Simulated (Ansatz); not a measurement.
**Whose spectrum is this?**

Method: Ansatz, PBE, independent particles, without spin-orbit coupling, line width 0.15 eV (Gaussian); metals get a typed carrier damping. The response is along the first axis of the cell.

E (eV), Im ε and a bar:
```
     0.00       0.00 
     0.50       0.00 
     1.00       0.00 
     1.50       0.00 
     2.00       0.00 
     2.50       0.03 
     3.00       3.95 ##################
     3.50       5.08 #######################
     4.00       4.38 ####################
     4.50       6.65 ##############################
     5.00       4.21 ###################
     5.50       2.65 ############
     6.00       0.90 ####
     6.50       1.37 ######
     7.00       1.91 #########
     7.50       2.42 ###########
     8.00       3.37 ###############
```

Q: To which candidate does it belong?
A. Na3AsBr6 (Fm-3m)
B. CsPbBr3 (Pm-3m)
C. NaF (Fm-3m)
D. Na (Im-3m)

A: A. Na3AsBr6 (Fm-3m): least direct gap 2.70 eV, ε∞ = 4.53 along the first axis, strongest peak along the first axis at 4.54 eV. The others: Na (Im-3m), a metal, with a Drude term; CsPbBr3 (Pm-3m), least direct gap 1.52 eV, ε∞ = 5.13 along the first axis, strongest peak along the first axis at 3.94 eV; NaF (Fm-3m), least direct gap 6.29 eV, ε∞ = 1.91 along the first axis, strongest peak along the first axis at 13.83 eV.

[Logs are printed without paths, hosts, clocks, repeated set-up lines and the standing remarks that a program may print on its own settings, such as how far it seeks lower states.]
